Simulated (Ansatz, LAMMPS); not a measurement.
# Amorphous 86SiO2-14B2O3 (mol %) (92 atoms): geometry optimisation, part 2 of 2

Wanted: the relaxed structure of amorphous 86SiO2-14B2O3 (mol %) (92 atoms) and its electronic structure.

Ansatz 0.2.0; Kohn-Sham DFT, PBE, PAW (set soft_2), plane waves.

The cell: 24 Si, 8 B and 60 O. The quench rate of 100 K/ps far exceeds what a furnace or splat quench reaches. The network of bonds at the start is that of the classical potential that made the cell. Only the Γ point is sampled in the main run, in a cell whose shortest periodic width is 11 Å.

So far. Step 4 (Cell and atoms relaxed): The relaxation changed the energy by -59.7 meV/atom, and atoms moved by 0.53 Å r.m.s., 1.3 Å at most.

## (6) Single point at the relaxed geometry

The electronic structure is read at the final geometry, in a run of its own.

Input file input.yaml:

```yaml
crystal:
  lattice:
    - [10.68796, 0.12847, -0.39808]
    - [0.12847, 10.98145, -0.2864]
    - [-0.39808, -0.2864, 10.87564]
  atoms:
    - { symbol: Si, position: [0.44173, 0.77774, 0.90302] }
    - { symbol: Si, position: [0.99228, 0.05027, 0.95299] }
    - { symbol: Si, position: [0.51954, 0.78604, 0.28917] }
    - { symbol: Si, position: [0.76966, 0.45356, 0.9377] }
    - { symbol: Si, position: [0.2134, 0.4403, 0.17335] }
    - { symbol: Si, position: [0.22875, 0.30645, 0.42321] }
    - { symbol: Si, position: [0.08499, 0.71256, 0.7205] }
    - { symbol: Si, position: [0.1764, 0.02875, 0.38825] }
    - { symbol: Si, position: [0.43366, 0.21476, 0.60417] }
    - { symbol: Si, position: [0.97822, 0.40044, 0.51643] }
    - { symbol: Si, position: [0.94705, 0.51418, 0.2581] }
    - { symbol: Si, position: [0.15374, 0.25714, 0.93402] }
    - { symbol: Si, position: [0.70355, 0.61595, 0.15926] }
    - { symbol: Si, position: [0.9202, 0.94069, 0.34929] }
    - { symbol: Si, position: [0.89926, 0.68988, 0.48061] }
    - { symbol: Si, position: [0.45407, 0.03785, 0.38093] }
    - { symbol: Si, position: [0.16727, 0.83521, 0.9536] }
    - { symbol: Si, position: [0.48576, 0.59424, 0.67779] }
    - { symbol: Si, position: [0.8202, 0.15571, 0.51468] }
    - { symbol: Si, position: [0.58922, 0.01644, 0.91026] }
    - { symbol: Si, position: [0.01259, 0.46456, 0.78907] }
    - { symbol: Si, position: [0.3271, 0.6798, 0.10659] }
    - { symbol: Si, position: [0.26929, 0.89629, 0.61918] }
    - { symbol: Si, position: [0.78259, 0.04982, 0.12723] }
    - { symbol: B, position: [0.80798, 0.07084, 0.76339] }
    - { symbol: B, position: [0.34255, 0.10789, 0.80105] }
    - { symbol: B, position: [0.57554, 0.37698, 0.74402] }
    - { symbol: B, position: [0.83304, 0.30287, 0.14772] }
    - { symbol: B, position: [0.41938, 0.71837, 0.49724] }
    - { symbol: B, position: [0.60327, 0.21485, 0.34736] }
    - { symbol: B, position: [0.63539, 0.4417, 0.33082] }
    - { symbol: B, position: [0.67054, 0.58911, 0.51823] }
    - { symbol: O, position: [0.24872, 0.15258, 0.88883] }
    - { symbol: O, position: [0.92962, 0.04377, 0.80997] }
    - { symbol: O, position: [0.63249, 0.74329, 0.19972] }
    - { symbol: O, position: [0.5025, 0.69888, 0.40544] }
    - { symbol: O, position: [0.49972, 0.15102, 0.30422] }
    - { symbol: O, position: [0.6155, 0.32386, 0.29619] }
    - { symbol: O, position: [0.34175, 0.19992, 0.71015] }
    - { symbol: O, position: [0.10907, 0.57518, 0.77143] }
    - { symbol: O, position: [0.90199, 0.49417, 0.88442] }
    - { symbol: O, position: [0.19737, 0.77314, 0.65639] }
    - { symbol: O, position: [0.4548, 0.70568, 0.77206] }
    - { symbol: O, position: [0.55799, 0.87034, 0.91927] }
    - { symbol: O, position: [0.38335, 0.77793, 0.21245] }
    - { symbol: O, position: [0.46669, 0.09464, 0.87021] }
    - { symbol: O, position: [0.64498, 0.05197, 0.05424] }
    - { symbol: O, position: [0.54614, 0.92241, 0.34701] }
    - { symbol: O, position: [0.96426, 0.70567, 0.6177] }
    - { symbol: O, position: [0.93068, 0.79768, 0.39365] }
    - { symbol: O, position: [0.62799, 0.61123, 0.63254] }
    - { symbol: O, position: [0.08323, 0.51748, 0.20725] }
    - { symbol: O, position: [0.11394, 0.9671, 0.99741] }
    - { symbol: O, position: [0.89154, 0.37899, 0.24026] }
    - { symbol: O, position: [0.63829, 0.51587, 0.23464] }
    - { symbol: O, position: [0.9471, 0.53795, 0.42014] }
    - { symbol: O, position: [0.46303, 0.08467, 0.52695] }
    - { symbol: O, position: [0.79786, 0.13812, 0.65795] }
    - { symbol: O, position: [0.89358, 0.03202, 0.46765] }
    - { symbol: O, position: [0.88448, 0.0039, 0.03371] }
    - { symbol: O, position: [0.80608, 0.95926, 0.24313] }
    - { symbol: O, position: [0.68736, 0.16804, 0.43431] }
    - { symbol: O, position: [0.70287, 0.03557, 0.81696] }
    - { symbol: O, position: [0.47958, 0.46455, 0.73988] }
    - { symbol: O, position: [0.90062, 0.2777, 0.4848] }
    - { symbol: O, position: [0.05929, 0.79349, 0.84518] }
    - { symbol: O, position: [0.20148, 0.35406, 0.04864] }
    - { symbol: O, position: [0.70551, 0.57201, 0.01248] }
    - { symbol: O, position: [0.15911, 0.17654, 0.40378] }
    - { symbol: O, position: [0.31119, 0.98756, 0.73158] }
    - { symbol: O, position: [0.31511, 0.54535, 0.15964] }
    - { symbol: O, position: [0.30756, 0.84974, 0.91] }
    - { symbol: O, position: [0.05683, 0.97319, 0.30149] }
    - { symbol: O, position: [0.39062, 0.61387, 0.55533] }
    - { symbol: O, position: [0.56562, 0.27625, 0.66471] }
    - { symbol: O, position: [0.79636, 0.3445, 0.03427] }
    - { symbol: O, position: [0.17376, 0.96596, 0.51952] }
    - { symbol: O, position: [0.36242, 0.30513, 0.50285] }
    [... 8 atom lines left out ...]
    - { symbol: O, position: [0.09484, 0.34469, 0.82352] }
    - { symbol: O, position: [0.25323, 0.36156, 0.29204] }
    - { symbol: O, position: [0.03276, 0.19104, 0.98724] }
    - { symbol: O, position: [0.93916, 0.44885, 0.64999] }
    - { symbol: O, position: [0.64891, 0.47927, 0.45381] }
    - { symbol: O, position: [0.31079, 0.0047, 0.32897] }
kpoints:
  mp_grid: { grid: [1, 1, 1] }
hamiltonian:
  xc: pbe
scf:
  occupations: { method: fermi_dirac, width: 0.025 }
output:
  forces: true
  stress: true
  populations: true
  dos:
    method: { smearing: { sigma: 0.08 } }
    de: 0.05
    projected: { site_lists: { B: [B], O: [O], Si: [Si] } }
  eigenvalues: true
  write_density: true
  write_potential: true
  volumetric_format: npy
```

Launch:

```sh
$ ansatz run input.yaml --threads 4 --pin off --max-ram 8192MiB --backend cpu --events-out ev --progress --plain --runs-dir out
```

It took 21 s on 4 threads of Arm Neoverse V1, shared host; peak memory 1.5 GiB; 80 s of CPU time.

The program notes that the exchange-correlation potential is rough where the density is thin.

Numbers from this run:

- free energy: -50643.4029 eV
- free energy per atom: -550.4718 eV/atom
- SCF cycles: 8
- pressure: -0.0102 GPa
- r.m.s. force component: 0.00563 eV/Å
- longest force: 0.02961 eV/Å
- Fermi energy: 4.231 eV
- gap (highest filled to lowest empty level): 3.852 eV
- spilling of the projection: 0.01294

Löwdin charges by element and coordination (they lack the spilled electrons, 0.067 e an atom on average):

```csv
element,coordination,atoms,mean charge (e),spread,least,most
B,all,8,0.665,0.0175,0.632,0.689
B,3,7,0.669,0.0134,0.652,0.689
B,4,1,0.632,0,0.632,0.632
O,all,60,-0.699,0.107,-0.796,-0.361
O,2,59,-0.698,0.108,-0.796,-0.361
O,3,1,-0.72,0,-0.72,-0.72
Si,all,24,1.78,0.0143,1.75,1.81
```

Charge against the make-up of the first shell:

```csv
B neighbours of O,atoms,mean charge (e)
0,37,-0.776
1,21,-0.592
2,2,-0.379
```

States in the cell by windows of 1 eV, zero at the Fermi level; the larger projections on atomic orbitals stand beside the total:

| from (eV) | to (eV) | total | O p | Si p | B p |
| --- | --- | --- | --- | --- | --- |
| -10 | -9 | 23.3 | 16.8 | 2.6 | 1.1 |
| -9 | -8 | 38.2 | 28.8 | 6.2 | 1.6 |
| -8 | -7 | 26.7 | 20.2 | 3.6 | 1.8 |
| -7 | -6 | 29.7 | 23.7 | 2.1 | 1.7 |
| -6 | -5 | 58.2 | 51.4 | 2.8 | 0.9 |
| -5 | -4 | 69.9 | 65.2 | 1.8 | 0.4 |
| -4 | -3 | 62.2 | 59.7 | 0.8 | 0.2 |
| -3 | -2 | 11.3 | 10.8 | 0.2 | 0.0 |
| -2 | -1 | 1.8 | 1.8 | 0.0 | 0.0 |
| -1 | 1 | 0.0 | 0.0 | 0.0 | 0.0 |
| 1 | 2 | 1.8 | 0.1 | 0.2 | 0.0 |
| 2 | 3 | 0.3 | 0.0 | 0.0 | 0.0 |
| 3 | 4 | 8.7 | 1.0 | 1.5 | 2.5 |
| 4 | 5 | 22.3 | 3.0 | 5.3 | 5.2 |

Between -24 and -10 eV lie 159 more states.

The levels nearest the highest filled one (over half full), pooled over k-points and spins:

```
level less the highest filled one (eV)  occupation
                                 -1.03           2
                                -0.886           2
                                -0.729           2
                                -0.407           2
                                -0.211           2
                                     0           2
                                  3.85           0
                                  5.02           0
                                  5.59           0
                                  5.74           0
                                  5.84           0
                                  5.93           0
```

Valence density in the ab plane at fractional z = 0.503, with atoms of Si and B and O within 0.2 Å of it. It is the smooth field of the valence electrons, not physical close to the nuclei.

Ten steps, logarithmic in the rise over the least value, from '0' (0.0 e/Å³) to '9' (6.5 e/Å³), each cell a mean:
```
113699863111122110000000135542
012578753223211000000000012211
001245433456541000000000000110
100011223589852100000000001121
100000012478853100000011112232
210000001356654321001233323333
210000000134444431113677543333
210000000245654322225799753233
210000001357753222345788643333
210000001357753112344554322333
310000000134432112465532112344
321111000011110013577531012344
334553100000000013677531001334
357886411111000012455320012232
358997532344310000122100123432
346786434688641000000000245664
323444335799852000000001368985
211122234688742100112222368985
100122222344432111134443356753
000123211122343211245654234431
000122210013567531234543234321
100122210014799742112333356642
101234321113688742000112468864
112478742112355421000001368864
```
Columns run along a (10.7 Å), rows up along b (11.0 Å). Atoms in or near the plane, at fractional coordinates: Si at (0.98, 0.40), Si at (0.82, 0.16), B at (0.42, 0.72), B at (0.67, 0.59), O at (0.90, 0.28), O at (0.17, 0.97), O at (0.36, 0.31), O at (0.13, 0.39).

Electrostatic potential energy in the ab plane at fractional z = 0.503, with atoms of Si and B and O within 0.2 Å of it. With pseudopotentials it is smooth inside the atoms' cores, unlike the true potential.

Ten even steps from '0' (-46 eV) to '9' (9 eV), each cell a mean:
```
999720279999999999999999998899
999852489999999999999999999999
999998888987899999999999999999
999999999842389999999999999999
999999999952379999999999998889
999999999985236899999999875568
899999999972004899999755740016
899999999985226899988411430005
899999999985578999743333663247
999999999985689998600268887778
999999999999999999731479999888
899999999999999999755789999888
578889999999999999855899998754
045226999999999999988999998500
033003888999999999999999998400
367446777733699999999999997532
889988667400389999999999972137
999998778733689999999998861038
999999989988888999999886445579
999999999998888999998761003789
999999999999865899999861002789
999999999999611599999985335789
999998899999732699999998863369
999954689999988999999999974369
```
Columns run along a (10.7 Å; values clipped at the 3rd and 97th percentile), rows up along b (11.0 Å). Atoms in or near the plane, at fractional coordinates: Si at (0.98, 0.40), Si at (0.82, 0.16), B at (0.42, 0.72), B at (0.67, 0.59), O at (0.90, 0.28), O at (0.17, 0.97), O at (0.36, 0.31), O at (0.13, 0.39).

Mean Löwdin charges: B +0.66, O -0.70, Si +1.78 e (they miss 1.3 % of the electrons, so they add up to more than the cell's charge). The charge on O changes by +0.189 e for each B neighbour that takes the place of another kind, on average.

A closer look about O38, whose charge lies farthest from its element's mean: 13 atoms, nearest first, numbered in the order of the input, with positions taken from that point.

```csv
atom,x,y,z,distance (Å),bonds,Löwdin charge (e)
O38,0.00,0.00,0.00,0.00,2,-0.36
B31,0.21,1.29,0.33,1.35,3,0.66
B30,-0.17,-1.21,0.59,1.36,3,0.66
O55,0.29,2.13,-0.73,2.27,2,-0.59
O37,-1.26,-1.92,0.18,2.30,2,-0.57
O91,0.31,1.67,1.66,2.37,2,-0.40
O62,0.69,-1.74,1.52,2.41,2,-0.59
O83,2.17,-1.43,-1.28,2.90,2,-0.58
B28,2.38,-0.16,-1.70,2.93,3,0.67
O54,2.98,0.66,-0.73,3.14,2,-0.59
O76,2.04,0.32,-2.93,3.58,2,-0.58
O65,2.97,-0.52,1.95,3.59,2,-0.76
Si19,2.08,-1.88,2.34,3.65,4,1.81
```

The column of bonds counts only the pairs O-Si within 2.16 Å, O-B within 1.83 Å; other neighbours, such as metal atoms beside each other in a compound, aren't counted, and periodic images can show an atom twice.

## (7) K-mesh 2×2×2

A denser mesh tests the sampling of the Brillouin zone.

Changes to input.yaml since step 6:

```diff
@@ -8,3 +8,3 @@
 kpoints:
-  mp_grid: { grid: [1, 1, 1] }
+  mp_grid: { grid: [2, 2, 2] }
 hamiltonian:
@@ -22,4 +22 @@
   eigenvalues: true
-  write_density: true
-  write_potential: true
-  volumetric_format: npy
```

Wall time 3.2 min (4 threads); peak memory 6.4 GiB.

The program notes that it cut back its work space to fit the memory limit.

Geometry and reference: those of the single point at the relaxed geometry.

Forces differ from those of the single point at the relaxed geometry by 3.3 meV/Å r.m.s.; the energy by -0.47 meV/atom. It took 3.2 min and 8 cycles; the reference's time can't be set against it, since the two runs asked for unlike analyses.

## (8) Functional HSE06

HSE06 mixes in a quarter of exact exchange at short range, which counters self-interaction, at a higher cost.

This step: Kohn-Sham DFT, HSE06, PAW (set soft_2), plane waves (Ansatz 0.2.0).

Changes to input.yaml since step 7:

```diff
@@ -8,5 +8,5 @@
 kpoints:
-  mp_grid: { grid: [2, 2, 2] }
+  mp_grid: { grid: [1, 1, 1] }
 hamiltonian:
-  xc: pbe
+  xc: hse06
 scf:
```

Run time: 4.7 min. Hardware: 4 threads; peak memory 3.6 GiB; 18 min of CPU time.

The program notes that the exchange threshold is loose for the stress and the SCF threshold is loose for the stress.

Geometry and reference: those of the single point at the relaxed geometry.

Forces differ from those of the single point at the relaxed geometry by 192 meV/Å r.m.s.; the pressure by -4.8 GPa and the gap by +1.8 eV. It took 4.7 min and 16 cycles; the reference's time can't be set against it, since the two runs asked for unlike analyses.

The run gave:

| Quantity | Value |
| --- | --- |
| free energy | -50650.0570 eV |
| free energy per atom | -550.5441 eV/atom |
| SCF cycles | 16 |
| pressure | -4.763 GPa |
| r.m.s. force component | 0.1915 eV/Å |
| longest force | 0.6434 eV/Å |
| Fermi energy | 3.857 eV |
| gap (highest filled to lowest empty level) | 5.66 eV |
| spilling of the projection | 0.01314 |

Length of the force by element and coordination:

```csv
element,coordination,atoms,mean length of the force (eV/Å),spread,least,most
B,all,8,0.0482,0.0214,0.0235,0.0915
B,3,7,0.0464,0.0223,0.0235,0.0915
B,4,1,0.0608,0,0.0608,0.0608
O,all,60,0.389,0.117,0.116,0.643
O,2,59,0.394,0.112,0.145,0.643
O,3,1,0.116,0,0.116,0.116
Si,all,24,0.0797,0.0359,0.0263,0.190
```

Löwdin charges by element and coordination (they lack the spilled electrons, 0.069 e an atom on average):

```csv
element,coordination,atoms,mean charge (e),spread,least,most
B,all,8,0.722,0.0196,0.684,0.749
B,3,7,0.727,0.0141,0.709,0.749
B,4,1,0.684,0,0.684,0.684
O,all,60,-0.730,0.105,-0.826,-0.398
O,2,59,-0.730,0.106,-0.826,-0.398
O,3,1,-0.751,0,-0.751,-0.751
Si,all,24,1.85,0.0139,1.82,1.87
```

Charge against the make-up of the first shell:

```csv
B neighbours of O,atoms,mean charge (e)
0,37,-0.806
1,21,-0.626
2,2,-0.415
```

States in the cell by windows of 1 eV, zero at the Fermi level; the larger projections on atomic orbitals stand beside the total:

```csv
from (eV),to (eV),total,O p,Si p
-10,-9,37.1,28.2,6.1
-9,-8,25.5,19.7,3.1
-8,-7,29.6,24.3,1.9
-7,-6,57.3,51.2,2.4
-6,-5,66.8,62.7,1.5
-5,-4,60.8,58.5,0.7
-4,-3,12.5,12.0,0.2
-3,-2,2.6,2.5,0.1
-2,2,0.0,0.0,0.0
2,3,2.0,0.1,0.3
3,4,0.6,0.0,0.2
4,5,8.9,0.9,1.8
```

Between -26 and -10 eV lie 188 more states.

The levels nearest the highest filled one (over half full), pooled over k-points and spins:

```csv
level less the highest filled one (eV),occupation
-1.05,2
-0.939,2
-0.739,2
-0.400,2
-0.202,2
0,2
5.66,0
6.85,0
7.51,0
7.64,0
7.72,0
7.78,0
```

## (9) Functional r2SCAN (500 eV)

The meta-GGA r2SCAN uses the kinetic energy density as well as the density and its gradient. Besides, the cutoff goes from 420 to 500 eV.

This step: Kohn-Sham DFT, r2SCAN, PAW (set soft_2), plane waves (Ansatz 0.2.0).

Changes to input.yaml since step 8:

```diff
@@ -10,3 +10,3 @@
 hamiltonian:
-  xc: hse06
+  xc: r2scan
 scf:
```

It took 50 s on 4 threads; peak memory 3.2 GiB; 3.2 min of CPU time.

Geometry and reference: those of the single point at the relaxed geometry.

Forces differ from those of the single point at the relaxed geometry by 159 meV/Å r.m.s.; the pressure by -4.5 GPa and the gap by +0.67 eV. It took 50 s and 9 cycles; the reference's time can't be set against it, since the two runs asked for unlike analyses.

## (10) Functional PBEsol

PBEsol restores the gradient expansion of exchange for slowly varying densities and usually gives shorter bonds in solids than PBE.

This step: Kohn-Sham DFT, PBEsol, PAW (set soft_2), plane waves (Ansatz 0.2.0).

Changes to input.yaml since step 9:

```diff
@@ -10,3 +10,3 @@
 hamiltonian:
-  xc: r2scan
+  xc: pbesol
 scf:
```

Run time: 21 s. Hardware: 4 threads; peak memory 1.5 GiB; 77 s of CPU time.

Geometry and reference: those of the single point at the relaxed geometry.

Forces differ from those of the single point at the relaxed geometry by 60 meV/Å r.m.s.; the pressure by -2.4 GPa and the gap by -0.044 eV.

## (11) All settings compared

Differences are against the single point at the relaxed geometry (Kohn-Sham DFT, PBE, PAW (set soft_2), plane waves), whose r.m.s. force component is 0.00563 eV/Å. Energies are set beside the reference only for runs with its functional, potentials and electron count. Times are for 4 threads of Arm Neoverse V1, shared host. The reference's time includes grids, which some other runs skip.

```
                       run  Δ force, r.m.s. (meV/Å)  Δ energy (meV/atom)  Δ pressure (GPa)  Δ gap (eV)  cycles     time  host memory (GiB)
                 reference                        -                    -                 -           -       8     21 s                1.5
              k-mesh 2×2×2                     3.28               -0.467            0.0034      9.0e-4       8  3.2 min                6.4
          functional HSE06                      192                    -             -4.75        1.81      16  4.7 min                3.6
functional r2SCAN (500 eV)                      159                    -             -4.55       0.671       9     50 s                3.2
         functional PBEsol                     60.3                    -             -2.43     -0.0443       9     21 s                1.5
```

## (12) What came out

| Item | Value |
| --- | --- |
| energy change in the relaxation | -59.7 meV/atom |
| r.m.s. displacement | 0.528 Å |
| largest displacement | 1.277 Å |
| free energy per atom | -550.4718 eV/atom |
| pressure | -0.0102 GPa |
| r.m.s. force component | 0.00563 eV/Å |
| gap (highest filled to lowest empty level) | 3.852 eV |
| wall time of the 7 DFT runs | 23 min |

What this shows: Relaxation lowers the energy by 59.7 meV/atom and moves atoms by 0.53 Å r.m.s.; the r.m.s. force component goes from 0.72 to 0.0056 eV/Å. Displacements are taken in the final cell, so they leave out its strain. By the final cutoffs 0 of 119 bonded pairs parted and 2 joined. The cell shrank by 5.0 % in volume. First to last step the energy falls by 5.492 eV, across changes of basis; the largest move, 1.28 Å, is that of O49. The O-Si bonds go from 1.634 Å (spread 0.015) to 1.638 Å (spread 0.042), and their number from 95 to 96. Counting bonds as in the table, 88 % of B atoms have 3, 98 % of O atoms have 2 and all Si atoms have 4 bonded neighbours. 98 % of the oxygens bridge two formers (Si and B) and 0 % are non-bridging; 2 % join three. Between filled and empty levels lie 3.85 eV (at Γ alone); a semilocal functional tends to put such gaps too low. In a disordered cell it changes from sample to sample, and tail or defect levels can set it.

Among the changes of functional, dispersion, potentials or spin set against this reference, functional HSE06 moves the forces most, by 192 meV/Å r.m.s. The gap changes by +1.81 eV with HSE06.

What to keep in mind: The starting topology of bonds comes from the classical model; in DFT 0 of its 119 bonded pairs passed out of the cutoffs and 2 came within them.

[Logs are printed without paths, hosts, clocks, repeated set-up lines and the standing remarks that a program may print on its own settings, such as how far it seeks lower states.]

[Hosts, paths, dates, database ids (printed as entryN), source tags and the programs' standing remarks are cut or masked in the printed files.]
